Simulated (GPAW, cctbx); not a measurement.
# Be3AsN: what bonding does to one electron reflection, worked out

Be3AsN, P6_3/mmc (no. 194), a = 3.4087 Å, b = 3.4087 Å, c = 10.8170 Å, α = 90.00°, β = 90.00°, γ = 120.00°.

```csv
atom,mult.,x,y,z
As1,2,0,0,1/2
N1,2,2/3,1/3,3/4
Be1,2,0,0,3/4
Be2,4,1/3,2/3,0.3998
```

The start was made by putting kin elements into a known structure type; the compound need not exist, or be stable, in this form.

A DFT run (GPAW, PBE, 550 eV, 8×8×2 k-points (along the axes of the calculation cell), Fermi–Dirac width 0.1 eV) gives the static X-ray structure factor of 101 as 14.074 e for the conventional cell; superposed free atoms give 13.124 e. **Problem.** Find the Fourier component V of the crystal potential and the two-beam extinction distance at 200 kV in both cases.

### 1. Geometry

The cell volume is Ω = 108.84 Å³ and d(101) = 2.8479 Å, so g = 1/d = 0.3511 Å⁻¹.

### 2. The nuclei

Electrons feel nuclei as well as electrons, so the nuclear charges are summed with the same phases.

Phase sums Σ exp(2πi h·x), turned so that the total is real and positive: As 0.000, N +1.732, Be +2.039. Then F_Z = 33 × (0.000) + 7 × (+1.732) + 4 × (+2.039) = 20.28 e. The electron term has the same sign for this reflection.

### 3. Mott–Bethe

Poisson's equation, term by term, gives V = (e/4πε₀)(F_Z − F)/(πΩg²), with e/4πε₀ = 14.3996 V Å.

The prefactor is 14.3996 × 2.8479²/(π × 108.84) = 0.34154 V per electron. Free atoms: (20.28 − 13.124) × 0.34154 = 2.444 V. Crystal: (20.28 − 14.074) × 0.34154 = 2.119 V. F changes by +7.24 % and V by -13.3 %: the same 0.95 e is measured against F_Z − F = 7.2 e in place of F = 13.1 e.

### 4. Extinction distance

In the two-beam case ξ = 1/(λU) with U = 2γm₀eV/h², that is ξ = 150.41 V Å²/(γλV).

At 200 kV, λ = 0.02508 Å and γ = 1.3914. Free atoms: ξ = 1764 Å. Crystal: ξ = 2034 Å. The thickness fringes go as sin²(πt/ξ), so the two patterns slip by a quarter of a period when t|1/ξ₁ − 1/ξ₀| = 1/4, at t ≈ 332 nm. Thermal motion, absorption and many-beam coupling, left out here, change a real pattern.

### 5. Answer

V(101) is 2.12 V against 2.44 V, and ξ is 2034 against 1764 Å. Limits: static atoms, two beams.

[Outputs are excerpts: Python notices, other lines and further rows are left out; steps that failed or that the build refused (PBEsol, TPSS) are not shown.]

[Logs are printed without paths, hosts, clocks, repeated set-up lines and the standing remarks that a program may print on its own settings, such as how far it seeks lower states.]
